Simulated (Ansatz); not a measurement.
## A hypothetical structure for Sr4Se3O

This structure for Sr4Se3O is made up. Its elements were placed in a known structure type with a cell scaled to their sizes. What cell does the guess relax to, and how far off was it?

Calculated with Ansatz 0.2.0; DFT, PBE, plane-wave PAW, files of the set soft_1, scalar-relativistic, no spin, cell and ions relaxed at zero pressure; PAW set soft_1, in the first sound run; inputs show where later runs differ.

### Step 1. The starting structure

It takes space group Pm-3m (No. 221, cubic). Conventional cell: a = 6.050 Å, b = 6.050 Å, c = 6.050 Å, α = 90.00°, β = 90.00°, γ = 90.00°. Sr has 4 Se at 3.02 Å and 2 O at 3.02 Å nearest. Nearest to Sr lie 6 Se at 3.02 Å. Nearest to Se lie 6 Sr at 3.02 Å. Nearest to O lie 6 Sr at 3.02 Å. Farther neighbours and most contacts between anions are not listed.

### Step 2. Relaxation of the guess

The guessed cell has no reason to be at equilibrium. It is relaxed with the atoms, within the space group of the guess.

File input.yaml:

```yaml
crystal:
  lattice:
    - [6.05, 0.0, 0.0]
    - [0.0, 6.05, 0.0]
    - [0.0, 0.0, 6.05]
  atoms:
    - { symbol: Sr, position: [0.0, 0.5, 0.0] }
    - { symbol: Sr, position: [0.5, 0.0, 0.0] }
    - { symbol: Sr, position: [0.5, 0.5, 0.5] }
    - { symbol: Sr, position: [0.0, 0.0, 0.5] }
    - { symbol: Se, position: [0.0, 0.5, 0.5] }
    - { symbol: Se, position: [0.5, 0.0, 0.5] }
    - { symbol: Se, position: [0.5, 0.5, 0.0] }
    - { symbol: O, position: [0.0, 0.0, 0.0] }
kpoints:
  mp_grid: { grid: [5, 5, 5] }
scf:
  occupations: { method: fermi_dirac, width: 0.05 }
hamiltonian:
  xc: pbe
  pseudopotentials: { kind: paw, azcp: { folder: soft_1 } }
relax:
  f_tol: 0.015
  max_steps: 70
  cell: {}
output:
  forces: true
  stress: true
```

Started as:

```bash
$ ansatz run input.yaml --threads 4 --pin off --max-ram 10240MiB --backend cpu --events-out ev --progress --plain --runs-dir out
```

Numbers of over 12 decimals in the logs are rounded to 6 here.

The program printed:

```text
Engine: ansatz 0.2.0, aarch64-unknown-linux-gnu
Pseudopotentials: kind: paw
Pseudopotential: Sr, paw, valence charge 10, recommended cutoff 420 eV (normal), soft_1/Sr.paw.azcp
Pseudopotential: Se, paw, valence charge 16, recommended cutoff 420 eV (normal), soft_1/Se.paw.azcp
Pseudopotential: O, paw, valence charge 6, recommended cutoff 420 eV (normal), soft_1/O.paw.azcp
Functional definition: PBE
  parameter kappa = 0.804
  parameter beta = 0.066725
  exchange = pbe_x(kappa = kappa, mu = beta*pi^2/3)
  correlation = pbe_c(beta = beta)
Crystal: 8 atoms, lattice volume = 221.445 Å³
Basis set: ecut = 420 eV, 4385 PW (Γ), exchange–correlation on 90×90×90 points (8 copies of the dense FFT grid, shifted against one another)
Bands: 57, of which v1, the nominal top of the filled ones, is band 47 counted from 1 (46 counted from 0)
Symmetry: 48 space group operations
Space group: Pm-3m (ITA 221), of the structure as read, at distance tolerance 6.1e-5 Å
k-points: 10 of 125
Non-local potential: Sr, projectors of the file, l = 0: 3, l = 1: 2, l = 2: 2
Non-local potential: Se, projectors of the file, l = 0: 2, l = 1: 2, l = 2: 3, l = 3: 1
Non-local potential: O, projectors of the file, l = 0: 2, l = 1: 2, l = 2: 1
PAW form: soft (Blöchl's): semilocal exchange-correlation on the pseudo side does not see the compensation charge
PAW one-centre angular grid: Sr, 110 points (default); XC on 64 Gauss nodes
PAW one-centre angular grid: Se, 590 points (default); XC on 64 Gauss nodes
PAW one-centre angular grid: O, 110 points (default); XC on 64 Gauss nodes
Initial density: superposition of atomic densities (chi_scale 0.1, normalization cell, long waves kept (reshape's long-wave potential 0.01 eV rms))
Initial wavefunctions: pseudopotential atomic-orbital guess
Functional: x = pbe(κ = 0.804, μ = 0.219515), c = pbe(β = 0.066725)
SCF iter   1: F=—  HF=-31169.871307 eV  |F-HF|=—  |Δ(HF+E_count)|=         —  Δρ=9.93e-2  dr2=2.83e1  ethr=3.10e-3  ⟨swp⟩=16.2  Hψ=3500  notcnv=0  defer=1
preconditioner: auto → Kerker (q_TF=auto, 2.365 Å⁻¹)  [metal: Δε(μ)=0.100 eV  Ē_g=7.547 eV  σ=0.050 eV  W_gap=0.45  n_scr=56 (ndim 8)  ℏωp=14.1 eV  f_vac=0.000  D(μ)=2.07/eV (n_scr^D=6)]
SCF iter   2: F=—  HF=-31166.355614 eV  |F-HF|=—  |Δ(HF+E_count)|=    3.52e0  Δρ=3.94e-2  dr2=4.63e0  ethr=3.10e-3  ⟨swp⟩=3.3  Hψ=973  notcnv=0  defer=35
preconditioner: auto → Resta (q_TF=auto, 2.365 Å⁻¹)  ε∞=2.8  [insulator: Δε(μ)=0.642 eV  Ē_g=13.768 eV  σ=0.050 eV  W_gap=1.00  n_scr=56 (ndim 8)  ℏωp=18.7 eV  f_vac=0.000  D(μ)=0.00/eV (n_scr^D=0)  ε∞_Penn≈2.8]
SCF iter   3: F=—  HF=-31165.370908 eV  |F-HF|=—  |Δ(HF+E_count)|=   9.85e-1  Δρ=9.61e-3  dr2=3.46e-1  ethr=3.10e-3  ⟨swp⟩=4.1  Hψ=1054  notcnv=0  defer=35
SCF iter   4: F=—  HF=-31165.337787 eV  |F-HF|=—  |Δ(HF+E_count)|=   3.31e-2  Δρ=2.77e-3  dr2=4.00e-2  ethr=3.68e-4  ⟨swp⟩=4.3  Hψ=1270  notcnv=0  defer=35
SCF iter   5: F=—  HF=-31165.339871 eV  |F-HF|=—  |Δ(HF+E_count)|=   2.08e-3  Δρ=1.04e-3  dr2=2.96e-3  ethr=4.25e-5  ⟨swp⟩=2.9  Hψ=1087  notcnv=0  defer=35
SCF iter   6: F=—  HF=-31165.337988 eV  |F-HF|=—  |Δ(HF+E_count)|=   1.88e-3  Δρ=3.73e-4  dr2=3.59e-4  ethr=3.15e-6  ⟨swp⟩=2.0  Hψ=1130  notcnv=0  defer=35
SCF iter   7: F=—  HF=-31165.338224 eV  |F-HF|=—  |Δ(HF+E_count)|=   2.35e-4  Δρ=1.15e-4  dr2=3.88e-5  ethr=3.81e-7  ⟨swp⟩=2.1  Hψ=978  notcnv=0  defer=35
SCF iter   8: F=—  HF=-31165.338124 eV  |F-HF|=—  |Δ(HF+E_count)|=   9.97e-5  Δρ=3.50e-5  dr2=6.33e-6  ethr=4.13e-8  ⟨swp⟩=2.0  Hψ=689  notcnv=0  defer=35
SCF iter   9: F=—  HF=-31165.338123 eV  |F-HF|=—  |Δ(HF+E_count)|=   5.93e-7  Δρ=1.54e-5  dr2=1.24e-6  ethr=6.74e-9  ⟨swp⟩=2.0  Hψ=559  notcnv=0  defer=35
SCF iter  10: F=-31165.338123 eV  HF=-31165.338123 eV  |F-HF|=1.51e-9  |Δ(HF+E_count)|=   2.39e-7  Δρ=1.51e-6  dr2=6.21e-9  ethr=1.06e-10  ⟨swp⟩=4.4  Hψ=2233  notcnv=0
SCF 1 converged in 10 iterations: F = -31165.338123 eV  dr2 = 6.21e-9
  greatest PAW one-centre occupation: 1.000 electrons in one spin orbital (limit 2), on the Se atom at site 5 (counted from 0), in its partial waves of l = 2
relax step   1: F+E_penalty+E_count = -31165.33812304 eV  Δ(F+E_penalty+E_count) = +0.000e0 eV  max|allowed force component| = 5.840e-30 eV/Å  Δτ_max = 0.0000 Å  P = +1.310 GPa  Ω = 221.445 Å³  (10 SCF iters, dr2 threshold 1.00e-7 eV, accepted)
Crystal: 8 atoms, lattice volume = 232.384 Å³
Basis set: ecut = 420 eV, 4553 PW (Γ), exchange–correlation on 90×90×90 points (8 copies of the dense FFT grid, shifted against one another)
Initial density: handed on by an earlier stage of this run
Initial wavefunctions: those handed on with the density
iter 1 solved again at ethr=3.81e-5 eV; its pass at ethr=3.10e-3 eV (dr2=3.58e-2 eV) is discarded
SCF iter   1: F=—  HF=-31165.353454 eV  |F-HF|=—  |Δ(HF+E_count)|=         —  Δρ=3.13e-3  dr2=3.67e-2  ethr=3.81e-5  ⟨swp⟩=2.5  Hψ=2882  notcnv=0
preconditioner: auto → Resta (q_TF=auto, 2.346 Å⁻¹)  ε∞=2.8  [insulator: Δε(μ)=2.050 eV  Ē_g=13.695 eV  σ=0.050 eV  W_gap=1.00  n_scr=56 (ndim 8)  ℏωp=18.2 eV  f_vac=0.021  D(μ)=0.00/eV (n_scr^D=0)  ε∞_Penn≈2.8]
SCF iter   2: F=—  HF=-31165.349003 eV  |F-HF|=—  |Δ(HF+E_count)|=   4.45e-3  Δρ=3.29e-3  dr2=2.24e-2  ethr=3.81e-5  ⟨swp⟩=2.7  Hψ=852  notcnv=0
SCF iter   3: F=—  HF=-31165.345950 eV  |F-HF|=—  |Δ(HF+E_count)|=   3.05e-3  Δρ=7.90e-4  dr2=2.50e-3  ethr=2.39e-5  ⟨swp⟩=2.0  Hψ=839  notcnv=0  defer=2
SCF iter   4: F=—  HF=-31165.345802 eV  |F-HF|=—  |Δ(HF+E_count)|=   1.47e-4  Δρ=3.03e-4  dr2=3.10e-4  ethr=2.66e-6  ⟨swp⟩=2.0  Hψ=654  notcnv=0  defer=2
SCF iter   5: F=—  HF=-31165.345799 eV  |F-HF|=—  |Δ(HF+E_count)|=   3.17e-6  Δρ=6.81e-5  dr2=1.65e-5  ethr=3.30e-7  ⟨swp⟩=2.6  Hψ=803  notcnv=0  defer=2
SCF iter   6: F=—  HF=-31165.345814 eV  |F-HF|=—  |Δ(HF+E_count)|=   1.52e-5  Δρ=2.23e-5  dr2=1.60e-6  ethr=1.75e-8  ⟨swp⟩=2.0  Hψ=1004  notcnv=0  defer=2
SCF iter   7: F=-31165.345816 eV  HF=-31165.345816 eV  |F-HF|=2.58e-10  |Δ(HF+E_count)|=   1.47e-6  Δρ=5.77e-6  dr2=5.26e-8  ethr=8.51e-10  ⟨swp⟩=5.0  Hψ=2228  notcnv=0
SCF 2 converged in 7 iterations: F = -31165.345816 eV  dr2 = 5.26e-8
  greatest PAW one-centre occupation: 1.000 electrons in one spin orbital (limit 2), on the Se atom at site 6 (counted from 0), in its partial waves of l = 2
relax step   2: F+E_penalty+E_count = -31165.34581577 eV  Δ(F+E_penalty+E_count) = -7.693e-3 eV  max|allowed force component| = 1.687e-30 eV/Å  Δτ_max = 0.0000 Å  P = -0.923 GPa  Ω = 232.384 Å³  energy of the carried Pulay correction = -2.389e-3 eV  (7 SCF iters, dr2 threshold 8.00e-7 eV, accepted)
Crystal: 8 atoms, lattice volume = 227.735 Å³
Basis set: ecut = 420 eV, 4457 PW (Γ), exchange–correlation on 90×90×90 points (8 copies of the dense FFT grid, shifted against one another)
iter 1 solved again at ethr=6.81e-6 eV; its pass at ethr=3.10e-3 eV (dr2=6.40e-3 eV) is discarded
SCF iter   1: F=—  HF=-31165.362453 eV  |F-HF|=—  |Δ(HF+E_count)|=         —  Δρ=1.31e-3  dr2=6.26e-3  ethr=6.81e-6  ⟨swp⟩=1.7  Hψ=2743  notcnv=0
preconditioner: auto → Resta (q_TF=auto, 2.354 Å⁻¹)  ε∞=2.8  [insulator: Δε(μ)=1.843 eV  Ē_g=13.703 eV  σ=0.050 eV  W_gap=1.00  n_scr=56 (ndim 8)  ℏωp=18.4 eV  f_vac=0.005  D(μ)=0.00/eV (n_scr^D=0)  ε∞_Penn≈2.8]
SCF iter   2: F=—  HF=-31165.361236 eV  |F-HF|=—  |Δ(HF+E_count)|=   1.22e-3  Δρ=4.16e-4  dr2=7.43e-4  ethr=6.66e-6  ⟨swp⟩=2.0  Hψ=681  notcnv=0
SCF iter   3: F=—  HF=-31165.360988 eV  |F-HF|=—  |Δ(HF+E_count)|=   2.48e-4  Δρ=1.69e-4  dr2=9.52e-5  ethr=7.91e-7  ⟨swp⟩=2.9  Hψ=1039  notcnv=0
SCF iter   4: F=—  HF=-31165.361012 eV  |F-HF|=—  |Δ(HF+E_count)|=   2.35e-5  Δρ=4.70e-5  dr2=9.34e-6  ethr=1.01e-7  ⟨swp⟩=2.9  Hψ=1040  notcnv=0
SCF iter   5: F=—  HF=-31165.361015 eV  |F-HF|=—  |Δ(HF+E_count)|=   2.96e-6  Δρ=2.04e-5  dr2=1.16e-6  ethr=9.94e-9  ⟨swp⟩=2.0  Hψ=1040  notcnv=0
SCF iter   6: F=-31165.361015 eV  HF=-31165.361015 eV  |F-HF|=9.72e-8  |Δ(HF+E_count)|=   3.98e-7  Δρ=6.87e-6  dr2=1.22e-7  ethr=8.51e-10  ⟨swp⟩=4.9  Hψ=2075  notcnv=0
SCF 3 converged in 6 iterations: F = -31165.361015 eV  dr2 = 1.22e-7
relax step   3: F+E_penalty+E_count = -31165.36101532 eV  Δ(F+E_penalty+E_count) = -1.520e-2 eV  max|allowed force component| = 1.148e-29 eV/Å  Δτ_max = 0.0000 Å  P = -0.041 GPa  Ω = 227.735 Å³  energy of the carried Pulay correction = -1.388e-3 eV  (6 SCF iters, dr2 threshold 8.00e-7 eV, accepted)
Initial wavefunctions: pseudopotential atomic-orbital guess (no wavefunctions were taken with the density)
iter 1 solved again at ethr=1.42e-6 eV; its pass at ethr=3.10e-3 eV (dr2=1.34e-3 eV) is discarded
SCF iter   1: F=—  HF=-31165.354604 eV  |F-HF|=—  |Δ(HF+E_count)|=         —  Δρ=4.26e-4  dr2=1.52e-5  ethr=1.42e-6  ⟨swp⟩=3.6  Hψ=4770  notcnv=0
preconditioner: auto → Resta (q_TF=auto, 2.354 Å⁻¹)  ε∞=2.8  [insulator: Δε(μ)=1.902 eV  Ē_g=13.710 eV  σ=0.050 eV  W_gap=1.00  n_scr=56 (ndim 8)  ℏωp=18.4 eV  f_vac=0.009  D(μ)=0.00/eV (n_scr^D=0)  ε∞_Penn≈2.8]
SCF iter   2: F=—  HF=-31165.360668 eV  |F-HF|=—  |Δ(HF+E_count)|=   6.06e-3  Δρ=2.14e-4  dr2=2.90e-6  ethr=1.62e-8  ⟨swp⟩=2.6  Hψ=1024  notcnv=0
SCF iter   3: F=—  HF=-31165.362311 eV  |F-HF|=—  |Δ(HF+E_count)|=   1.64e-3  Δρ=7.96e-5  dr2=4.70e-7  ethr=3.09e-9  ⟨swp⟩=2.0  Hψ=690  notcnv=0
SCF iter   4: F=—  HF=-31165.362588 eV  |F-HF|=—  |Δ(HF+E_count)|=   2.78e-4  Δρ=2.88e-6  dr2=3.72e-9  ethr=5.00e-10  ⟨swp⟩=2.4  Hψ=1036  notcnv=0
SCF iter   5: F=—  HF=-31165.362588 eV  |F-HF|=—  |Δ(HF+E_count)|=   2.68e-7  Δρ=7.68e-7  dr2=1.25e-9  ethr=3.95e-12  ⟨swp⟩=2.0  Hψ=1040  notcnv=0
SCF iter   6: F=-31165.362588 eV  HF=-31165.362588 eV  |F-HF|=2.11e-10  |Δ(HF+E_count)|=  1.24e-10  Δρ=1.95e-7  dr2=6.54e-11  ethr=1.00e-12  ⟨swp⟩=4.0  Hψ=2648  notcnv=0
SCF 4 converged in 6 iterations: F = -31165.362588 eV  dr2 = 6.54e-11
relax step   4: F+E_penalty+E_count = -31165.36258843 eV  Δ(F+E_penalty+E_count) = -1.573e-3 eV  max|allowed force component| = 1.118e-29 eV/Å  Δτ_max = 0.0000 Å  P = -0.029 GPa  Ω = 227.735 Å³  stress off target by 2.87e-2 GPa  SCF on the basis re-selected at this cell (its energy is not comparable with the rows above)  (6 SCF iters)
basis re-selected at this cell: Δ(F+E_penalty+E_count) = -1.573e-3 eV, ΔP = +0.012 GPa vs the last step (what re-selecting the basis moved, of the pressure what is left beyond the Pulay correction that the steps carried, after the strain that the cell walked since its last selection, with what the two solves' SCF thresholds leave and, on support functions, any second-order correction that the steps lacked; it is no m [...]
SCF converged after 6 iterations
Free energy (F): -31165.362588 eV
Harris-Foulkes:  -31165.362588 eV  (|F-HF|=2.11e-10)
Internal energy: -31165.362588 eV  (E = F + TS)
E sigma→0 (E₀):  -31165.362588 eV
Fermi energy:    7.618196 eV
--- Per-component energies (eV) ---
  E_band       = -1554.450771
  E_kinetic    = 1433.970292
  E_local      = -11824.701937  (includes V_loc(G=0)·N_el)
  E_nonlocal   = -81.088340
  E_hartree    = 5341.605634
  E_xc         = -1033.652471
  E_vxc        = -991.941094  (∫ρ·V_xc dr)
  E_paw        = -17311.708535  (= ΣΔE_a)
  E_vpaw       = -773.900343  (= ΣTr[D̂ρ^β])
  E_aug_tail   = -0.000497  (compensation charges beyond the density's cutoff)
  E_ewald      = -7689.786734
  E_smearing   = -0.000000  (= −TS)
  E_closure    = -0.000000  (closes the sum)
  Σ components = -31165.362588   (vs F -31165.362588, Δ=0.00e0)
--- Forces (eV/Å), atoms counted from 1 ---
  atom   1  Sr    -0.00000000    -0.00000000     0.00000000
  atom   2  Sr    -0.00000000     0.00000000     0.00000000
  atom   3  Sr    -0.00000000    -0.00000000     0.00000000
  atom   4  Sr     0.00000000     0.00000000    -0.00000000
  atom   5  Se    -0.00000000     0.00000000     0.00000000
  atom   6  Se     0.00000000    -0.00000000     0.00000000
  atom   7  Se     0.00000000     0.00000000    -0.00000000
  atom   8  O     -0.00000000    -0.00000000    -0.00000000
  max |Σ_I F_I| component: 1.16e-29 eV/Å
--- Stress (GPa, compression-positive) ---
       -0.028690       0.000000       0.000000
        0.000000      -0.028690       0.000000
        0.000000       0.000000      -0.028690
  P = ⅓ Tr σ = -0.0287 GPa (-0.287 kbar)
--- Relaxed structure (3 steps of the walk, 3 accepted, 1 SCFs on fresh bases) ---
  F+E_penalty+E_count = -31165.36258843 eV   max|allowed force component| = 1.118e-29 eV/Å   (the final SCF, on the basis selected at the relaxed cell)
  cell:  # Å, volume = 227.7354 Å³
    - [6.106751, 0, 0]
    - [0, 6.106751, 0]
    - [0, 0, 6.106751]
  atoms:
    - { symbol: Sr, position: [0, 0.500000, 0] }
    - { symbol: Sr, position: [0.500000, 0, 0] }
    - { symbol: Sr, position: [0.500000, 0.500000, 0.500000] }
    - { symbol: Sr, position: [0, 0, 0.500000] }
    - { symbol: Se, position: [0, 0.500000, 0.500000] }
    - { symbol: Se, position: [0.500000, 0, 0.500000] }
    - { symbol: Se, position: [0.500000, 0.500000, 0] }
    - { symbol: O, position: [0, 0, 0] }
```

Run time: 8.2 s. Hardware: 4 threads of Arm Neoverse V2, shared host; peak memory 0.65 GiB.

The steps of the relaxation:

| step | energy less that of the first step (eV) | largest force component (eV/Å) | pressure (GPa) | volume (Å³) |
| --- | --- | --- | --- | --- |
| 1 | 0.0000 | 0.0000 | 1.31 | 221.45 |
| 2 | -0.0077 | 0.0000 | -0.92 | 232.38 |
| 3 | -0.0229 | 0.0000 | -0.04 | 227.74 |
| 4* | -0.0245 | 0.0000 | -0.03 | 227.74 |

Relaxation steps marked * repeat the geometry before them on a plane-wave basis chosen anew for their cell, so energy and pressure can jump there.

The run keeps the 48 symmetry operations that it works with, so distortions that break them were not tested.

| conventional cell, symmetrised | before | after | change |
| --- | --- | --- | --- |
| a (Å) | 6.050 | 6.107 | +0.9 % |
| b (Å) | 6.050 | 6.107 | +0.9 % |
| c (Å) | 6.050 | 6.107 | +0.9 % |
| volume (Å³/atom) | 27.68 | 28.47 | +2.8 % |

Final coordinates:

```cif
data_structure
_symmetry_space_group_name_H-M 'P 1'
_symmetry_Int_Tables_number 1
_cell_length_a 6.1068
_cell_length_b 6.1068
_cell_length_c 6.1068
_cell_angle_alpha 90.000
_cell_angle_beta 90.000
_cell_angle_gamma 90.000
_cell_volume 227.74
loop_
_atom_site_label
_atom_site_type_symbol
_atom_site_fract_x
_atom_site_fract_y
_atom_site_fract_z
_atom_site_occupancy
Sr1 Sr 0.00000 0.50000 0.00000 1
Sr2 Sr 0.50000 0.00000 0.00000 1
Sr3 Sr 0.50000 0.50000 0.50000 1
Sr4 Sr 0.00000 0.00000 0.50000 1
Se5 Se 0.00000 0.50000 0.50000 1
Se6 Se 0.50000 0.00000 0.50000 1
Se7 Se 0.50000 0.50000 0.00000 1
O8 O 0.00000 0.00000 0.00000 1
```

Numbers from this step:

| Property | Result |
| --- | --- |
| free energy | -31165.3626 eV |
| Fermi energy | 7.618 eV |
| gap by band count | 1.900 eV |
| electrons | 94 |
| symmetry operations | 48 |
| pressure | -0.02869 GPa |

The shortest distance of each pair, which need not be the same contact before and after:

| pair | guess (Å) | relaxed (Å) |
| --- | --- | --- |
| Se–Sr | 3.025 | 3.053 |
| O–Sr | 3.025 | 3.053 |
| Sr–Sr | 4.278 | 4.318 |
| Se–Se | 4.278 | 4.318 |
| O–Se | 4.278 | 4.318 |

The relaxation ends with a pressure of -0.03 GPa.

[end of part 1 of 2]

[Logs are printed without paths, hosts, clocks, repeated set-up lines and the standing remarks that a program may print on its own settings, such as how far it seeks lower states.]

[Hosts, paths, dates, database ids (printed as entryN), source tags and the programs' standing remarks are cut or masked in the printed files.]
